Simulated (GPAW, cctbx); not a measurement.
# By hand: from a DFT structure factor to an extinction distance in Cu2ICl6F

Cu2ICl6F, Fm-3m (no. 225), a = 10.0861 Å, b = 10.0861 Å, c = 10.0861 Å, α = 90.00°, β = 90.00°, γ = 90.00°.

| atom | mult. | x | y | z |
| --- | --- | --- | --- | --- |
| I1 | 4 | 0 | 0 | 0 |
| Cu1 | 8 | 1/4 | 1/4 | 3/4 |
| Cl1 | 24 | 0.2519 | 0 | 0 |
| F1 | 4 | 1/2 | 0 | 0 |

The start was made by putting kin elements into a known structure type; the compound need not exist, or be stable, in this form.

A DFT run (GPAW, PBE, 550 eV, 3×3×3 k-points, Fermi–Dirac width 0.05 eV) gives the static X-ray structure factor of 111 as 160.073 e for the conventional cell; superposed free atoms give 161.844 e. **Problem.** Find the Fourier component V of the crystal potential and the two-beam extinction distance at 200 kV in both cases.

## 1. Geometry

The cell volume is Ω = 1026.04 Å³ and d(111) = 5.8232 Å, so g = 1/d = 0.1717 Å⁻¹.

## 2. The nuclei

Electrons feel nuclei as well as electrons, so the nuclear charges are summed with the same phases.

Phase sums Σ exp(2πi h·x), turned so that the total is real and positive: I +4.000, Cu 0.000, Cl -0.289, F -4.000. Then F_Z = 53 × (+4.000) + 29 × (0.000) + 17 × (-0.289) + 9 × (-4.000) = 171.08 e. The electron term has the same sign for this reflection.

## 3. Mott–Bethe

Poisson's equation, term by term, gives V = (e/4πε₀)(F_Z − F)/(πΩg²), with e/4πε₀ = 14.3996 V Å.

The prefactor is 14.3996 × 5.8232²/(π × 1026.04) = 0.15148 V per electron. Free atoms: (171.08 − 161.844) × 0.15148 = 1.400 V. Crystal: (171.08 − 160.073) × 0.15148 = 1.668 V. F changes by -1.09 % and V by +19.2 %: the same 1.77 e is measured against F_Z − F = 9.2 e in place of F = 161.8 e.

## 4. Extinction distance

In the two-beam case ξ = 1/(λU) with U = 2γm₀eV/h², that is ξ = 150.41 V Å²/(γλV).

At 200 kV, λ = 0.02508 Å and γ = 1.3914. Free atoms: ξ = 3080 Å. Crystal: ξ = 2584 Å. The thickness fringes go as sin²(πt/ξ), so the two patterns slip by a quarter of a period when t|1/ξ₁ − 1/ξ₀| = 1/4, at t ≈ 402 nm. Thermal motion, absorption and many-beam coupling, left out here, change a real pattern.

## 5. Answer

V(111) is 1.67 V against 1.40 V, and ξ is 2584 against 3080 Å. Limits: static atoms, two beams; no Hubbard U on Cu.
